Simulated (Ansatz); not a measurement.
## CsPbCl3 (Pm-3m): the gap up the ladder of methods

Wanted: a ladder of band gaps for CsPbCl3 (Pm-3m), from density functionals to G0W0.

Program: Ansatz 0.2.0. Level of theory: density functionals, hybrids and G0W0, plane waves, PAW. Results are calculated unless marked as measured.

This is a report of a sequence of runs, with most program output left out.

In doubt: masses and optical values from hybrid runs of this build are listed as unsure (step 10), which bears on the screening that GW takes from such a start.

### Step 1. The starting structure

It takes space group Pm-3m (No. 221, cubic). The conventional cell has a = 5.605 Å, b = 5.605 Å, c = 5.605 Å, α = 90.00°, β = 90.00°, γ = 90.00°. Nearest to Cs lie 12 Cl at 3.96 Å. Nearest to Pb lie 6 Cl at 2.80 Å. Cl has 2 Pb at 2.80 Å and 4 Cs at 3.96 Å nearest. Farther neighbours and most contacts between anions are not listed.

Structure file:

```cif
data_structure
_symmetry_space_group_name_H-M 'P 1'
_symmetry_Int_Tables_number 1
_cell_length_a 5.6050
_cell_length_b 5.6050
_cell_length_c 5.6050
_cell_angle_alpha 90.000
_cell_angle_beta 90.000
_cell_angle_gamma 90.000
_cell_volume 176.09
loop_
_atom_site_label
_atom_site_type_symbol
_atom_site_fract_x
_atom_site_fract_y
_atom_site_fract_z
_atom_site_occupancy
Cs1 Cs 0.00000 0.00000 0.00000 1
Pb2 Pb 0.50000 0.50000 0.50000 1
Cl3 Cl 0.50000 0.50000 0.00000 1
Cl4 Cl 0.00000 0.50000 0.50000 1
Cl5 Cl 0.50000 0.00000 0.50000 1
```

The cell and positions come from the Crystallography Open Database and are kept as given unless a step says otherwise. Spin-orbit coupling is left out unless a step names it. The default PAW set here is soft_2. Its files were made with PBE.

### Step 2. LDA on the 4×4×4 mesh

This step: DFT, LDA, plane waves, PAW.

Contents of input.yaml:

```yaml
crystal:
  lattice:
    - [5.605, 0.0, 0.0]
    - [0.0, 5.605, 0.0]
    - [0.0, 0.0, 5.605]
  atoms:
    - { symbol: Cs, position: [0.0, 0.0, 0.0] }
    - { symbol: Pb, position: [0.5, 0.5, 0.5] }
    - { symbol: Cl, position: [0.5, 0.5, 0.0] }
    - { symbol: Cl, position: [0.0, 0.5, 0.5] }
    - { symbol: Cl, position: [0.5, 0.0, 0.5] }
kpoints:
  mp_grid: { grid: [4, 4, 4] }
  band_path:
    path: [[0.0, 0.0, 0.0], [0.0, 0.5, 0.0], [0.5, 0.5, 0.0], [0.5, 0.5, 0.5]]
    npoints: 1
hamiltonian:
  xc: lda
scf:
  occupations: { method: fixed }
  n_extra_bands: 5
output:
  forces: true
  stress: true
  eigenvalues: true
```

Started as:

```bash
$ ansatz run input.yaml --threads 3 --pin off --max-ram 64512MiB --backend cuda --events-out ev --progress --plain --runs-dir out --devices 1 --max-vram 24GiB  # rebuilt from the run's record
```

It took 4.3 s on 1 × NVIDIA H100 80GB HBM3 (shared by 3 runs) with 3 threads of AMD EPYC 7R13 (Zen 3), shared host; peak memory 1 GiB; 2.7 s of CPU time.

This step gave:

* pressure: -1.112 GPa
* gap: 1.732 eV
* valence top at: R
* conduction bottom at: R
* least direct gap: 1.732 eV

Over mesh and listed points the gap is 1.732 eV, direct, at k = (0.500, 0.500, 0.500).

### Step 3. PBE on the 4×4×4 mesh

Levels along a band path and on the mesh show where this functional puts the band edges.

This step: DFT, PBE, plane waves, PAW.

Edit input.yaml of step 2 so:

```diff
@@ -14,8 +14,10 @@
   band_path:
-    path: [[0.0, 0.0, 0.0], [0.0, 0.5, 0.0], [0.5, 0.5, 0.0], [0.5, 0.5, 0.5]]
-    npoints: 1
+    path:
+      - [[0.0, 0.0, 0.0], [0.0, 0.5, 0.0], [0.5, 0.5, 0.0], [0.0, 0.0, 0.0], [0.5, 0.5, 0.5], [0.0, 0.5, 0.0]]
+      - [[0.5, 0.5, 0.5], [0.5, 0.5, 0.0]]
+    npoints: 10
 hamiltonian:
-  xc: lda
+  xc: pbe
 scf:
-  occupations: { method: fixed }
+  occupations: { method: fermi_dirac, width: 0.02 }
   n_extra_bands: 5
@@ -25 +27,5 @@
   eigenvalues: true
+  write_density: true
+  write_potential: true
+  elf: true
+  volumetric_format: npy
```

The job ended after 2.9 s (1 × NVIDIA H100 80GB HBM3 (shared by 3 runs) with 3 threads; peak memory 1 GiB).

Numbers from this step:

| Quantity | Value |
| --- | --- |
| pressure | 1.857 GPa |
| filled bands | 22 |
| gap | 1.926 eV |
| valence top at | R |
| conduction bottom at | R |
| least direct gap | 1.926 eV |

Over mesh and path the gap is 1.926 eV, direct, at k = (0.500, 0.500, 0.500). PBE against LDA: 1.926 − 1.732 = +0.194 eV, with the same mesh, files and cutoff, and both edges at the same k points.

### Step 4. PBE+SOC on the 4×4×4 mesh

This run has two-component orbitals with spin-orbit coupling.

This step: DFT, PBE with spin-orbit coupling, plane waves, PAW.

input.yaml, the sections that differ from step 3:

```yaml
kpoints:
  mp_grid: { grid: [4, 4, 4] }
  band_path:
    path: [[0.0, 0.0, 0.0], [0.0, 0.5, 0.0], [0.5, 0.5, 0.0], [0.5, 0.5, 0.5]]
    npoints: 1
scf:
  occupations: { method: fixed }
  n_extra_bands: 10
magnetization:
  noncollinear: true
  spin_orbit: true
output:
  forces: true
  stress: true
  eigenvalues: true
# crystal, hamiltonian: as in step 3
```

Elapsed: 3.8 s, on 1 × NVIDIA H100 80GB HBM3 (shared by 3 runs) with 3 threads; peak memory 1.1 GiB.

This step gave:

- pressure: 1.753 GPa
- gap: 0.6955 eV
- valence top at: R
- conduction bottom at: R
- least direct gap: 0.6955 eV

Over mesh and listed points the gap is 0.695 eV, direct, at k = (0.500, 0.500, 0.500). PBE+SOC against PBE: 0.695 − 1.926 = −1.231 eV, with the same mesh, set of files (read in its fully relativistic form for the spin-orbit run) and cutoff, and both edges at the same k points. The spin-orbit run sees mesh and listed points alone, so its gap is an upper bound: the coupling can move an edge off these points, and the change over the zone, its sign included where it is small, is not known.

### Step 5. r2SCAN on the 4×4×4 mesh

r2SCAN is a meta-GGA: it depends on the kinetic-energy density as well as on the density and its gradient.

This step: DFT, r2SCAN, plane waves, PAW.

Edit input.yaml of step 4 so:

```diff
@@ -17,9 +17,6 @@
 hamiltonian:
-  xc: pbe
+  xc: r2scan
 scf:
   occupations: { method: fixed }
-  n_extra_bands: 10
-magnetization:
-  noncollinear: true
-  spin_orbit: true
+  n_extra_bands: 5
 output:
```

Run time: 4.9 s. Hardware: 1 × NVIDIA H100 80GB HBM3 (shared by 3 runs) with 3 threads; peak memory 1.2 GiB.

This step gave:

```yaml
pressure: 1.063 GPa
gap: 2.289 eV
valence_top_at: R
conduction_bottom_at: R
least_direct_gap: 2.289 eV
```

Over mesh and listed points the gap is 2.289 eV, direct, at k = (0.500, 0.500, 0.500). r2SCAN against PBE: 2.289 − 1.926 = +0.363 eV. The runs also differ in plane-wave cutoff (420 eV and 500 eV), so how much of this comes from the functional alone is not known.

### Step 6. HSE06 on the 4×4×4 mesh

HSE06 mixes in a quarter of exact exchange at short range.

This step: DFT, HSE06, plane waves, PAW.

Edit input.yaml of step 5 so:

```diff
@@ -17,3 +17,3 @@
 hamiltonian:
-  xc: r2scan
+  xc: hse06
 scf:
```

Wall time 23 s (1 × NVIDIA H100 80GB HBM3 (shared by 3 runs) with 3 threads); peak memory 3.2 GiB.

This step gave:

| Property | Result |
| --- | --- |
| gap | 2.599 eV |
| valence top at | R |
| conduction bottom at | R |
| least direct gap | 2.599 eV |
| exact-exchange fraction | 0.25 |

Over mesh and listed points the gap is 2.599 eV, direct, at k = (0.500, 0.500, 0.500). HSE06 against PBE: 2.599 − 1.926 = +0.673 eV, with the same mesh, files and cutoff, and both edges at the same k points. The program's warnings for this run: stress exchange threshold loose; stress scf threshold loose.

### Step 7. PBE0 on the 4×4×4 mesh

PBE0 mixes in a quarter of exact exchange at all distances.

This step: DFT, PBE0, plane waves, PAW.

Edit input.yaml of step 6 so:

```diff
@@ -17,3 +17,3 @@
 hamiltonian:
-  xc: hse06
+  xc: pbe0
 scf:
```

It took 23 s on 1 × NVIDIA H100 80GB HBM3 (shared by 3 runs) with 3 threads; peak memory 3.2 GiB.

This step gave:

```yaml
gap: 3.247 eV
valence_top_at: R
conduction_bottom_at: R
least_direct_gap: 3.247 eV
exact_exchange_fraction: 0.25
```

Over mesh and listed points the gap is 3.247 eV, direct, at k = (0.500, 0.500, 0.500). PBE0 against HSE06: 3.247 − 2.599 = +0.648 eV, with the same mesh, files and cutoff, and both edges at the same k points. The program's warnings for this run: stress exchange threshold loose; stress scf threshold loose.

### Step 8. DDH-PBE0 on the 4×4×4 mesh

The input asks for a share of exact exchange of one over the crystal's ε∞, which the program works out first.

This step: DFT, dielectric-dependent PBE0 (fraction 1/eps_inf of PBE), plane waves, PAW.

Edit input.yaml of step 7 so:

```diff
@@ -11,2 +11,3 @@
     - { symbol: Cl, position: [0.5, 0.0, 0.5] }
+  host: atoms
 kpoints:
@@ -17,3 +18,6 @@
 hamiltonian:
-  xc: pbe0
+  xc:
+    exchange: pbe
+    correlation: pbe
+    exx: { coeff: inverse_dielectric }
 scf:
```

Wall time 84 s (1 × NVIDIA H100 80GB HBM3 (shared by 3 runs) with 3 threads); peak memory 3.8 GiB.

This step gave:

| Property | Result |
| --- | --- |
| gap | 3.267 eV |
| valence top at | R |
| conduction bottom at | R |
| least direct gap | 3.267 eV |
| exact-exchange fraction | 0.2537 |

Over mesh and listed points the gap is 3.267 eV, direct, at k = (0.500, 0.500, 0.500). DDH-PBE0 against PBE0: 3.267 − 3.247 = +0.020 eV, with the same mesh, files and cutoff, and both edges at the same k points. The program's warnings for this run: stress exchange threshold loose; stress scf threshold loose.

### Step 9. G0W0@PBE, 4×4×4 mesh, 965 empty bands, screening to 180 eV

G0W0 replaces the xc potential by a self-energy built once from the orbitals of the start. Levels are corrected in the window of bands that the input names, at points of the mesh.

This step: G0W0 on PBE, plane waves, PAW.

Contents of input.yaml:

```yaml
crystal:
  lattice:
    - [5.605, 0.0, 0.0]
    - [0.0, 5.605, 0.0]
    - [0.0, 0.0, 5.605]
  atoms:
    - { symbol: Cs, position: [0.0, 0.0, 0.0] }
    - { symbol: Pb, position: [0.5, 0.5, 0.5] }
    - { symbol: Cl, position: [0.5, 0.5, 0.0] }
    - { symbol: Cl, position: [0.0, 0.5, 0.5] }
    - { symbol: Cl, position: [0.5, 0.0, 0.5] }
kpoints:
  mp_grid: { grid: [4, 4, 4] }
hamiltonian:
  xc: pbe
scf:
  occupations: { method: fixed }
gw:
  n_empty_bands: 965
  ecut_chi: 180.0
  qp_bands: [v2, c2]
  qp_kpoints: band_edges
  screening: { model: contour_deformation }
```

Run time: 20 s. Hardware: 1 × NVIDIA H100 80GB HBM3 (shared by 3 runs) with 3 threads; peak memory 3.5 GiB.

This step gave:

* bands summed: 987
* RPA ε∞ on this mesh (eigenvalues): 4.345, 4.345, 4.345
* plane waves in the screening matrix: 949
* G0W0 gap over the corrected points: 3.259 eV
* k of the valence top: -0.5, -0.5, -0.5
* k of the conduction bottom: -0.5, -0.5, -0.5
* starting gap on the mesh: 1.926 eV
* Z at the valence top: 0.7751
* Z at the conduction bottom: 0.8043
* least direct G0W0 gap over the corrected points: 3.259 eV

Over 3 of 10 irreducible mesh points the G0W0 gap is 3.259 eV, direct, at k = (-0.500, -0.500, -0.500). The PBE gap of this run on the mesh is 1.926 eV. The two states that bound the G0W0 gap lie that far apart at the start, so the correction of the gap is 3.259 − 1.926 = +1.333 eV.

### Step 10. G0W0@HSE06, 4×4×4 mesh, 965 empty bands, screening to 180 eV

This step: G0W0 on HSE06, plane waves, PAW.

Edit input.yaml of step 9 so:

```diff
@@ -14,3 +14,3 @@
 hamiltonian:
-  xc: pbe
+  xc: hse06
 scf:
```

It took 84 s on 1 × NVIDIA H100 80GB HBM3 (shared by 3 runs) with 3 threads; peak memory 3.6 GiB; 1.8 min of CPU time.

This step gave:

```
bands summed                                    : 987
RPA ε∞ on this mesh (eigenvalues)               : 3.446, 3.446, 3.446
plane waves in the screening matrix             : 949
G0W0 gap over the corrected points              : 3.689 eV
k of the valence top                            : -0.5, -0.5, -0.5
k of the conduction bottom                      : -0.5, -0.5, -0.5
starting gap on the mesh                        : 2.599 eV
Z at the valence top                            : 0.8075
Z at the conduction bottom                      : 0.8314
least direct G0W0 gap over the corrected points : 3.689 eV
```

Over 3 of 10 irreducible mesh points the G0W0 gap is 3.689 eV, direct, at k = (-0.500, -0.500, -0.500). The HSE06 gap of this run on the mesh is 2.599 eV. The two states that bound the G0W0 gap lie that far apart at the start, so the correction of the gap is 3.689 − 2.599 = +1.090 eV. G0W0@HSE06 against G0W0@PBE with 987 bands: 3.689 − 3.259 = +0.430 eV, with the same mesh, files and cutoffs, and both edges at the same k points.

(Part 1 of 2 ends here.)

[Paths, hosts, dates, memory and timing lines, banners, echoed tables and standing remarks are left out of the program output.]

[Logs are printed without paths, hosts, clocks, repeated set-up lines and the standing remarks that a program may print on its own settings, such as how far it seeks lower states.]

[Runs of the session that timed out or met a known fault of the program may be left out.]

[Cells called generated may have been cut or substituted from an entry of the Crystallography Open Database or the Materials Project.]

[Hosts, paths, dates, database ids (printed as entryN), source tags and the programs' standing remarks are cut or masked in the printed files.]

[Where an RPA ε∞ is given, it is that of the G0W0 mesh and is not shown converged in it. Names of k-points follow the symmetry that the program found, which can be lower than the space group named. Band edges on a path are those of the sampled points; other points can move an edge, and change direct to indirect where valleys lie close.]

[Hybrid gaps are those of their k-mesh and are not shown converged in it.]
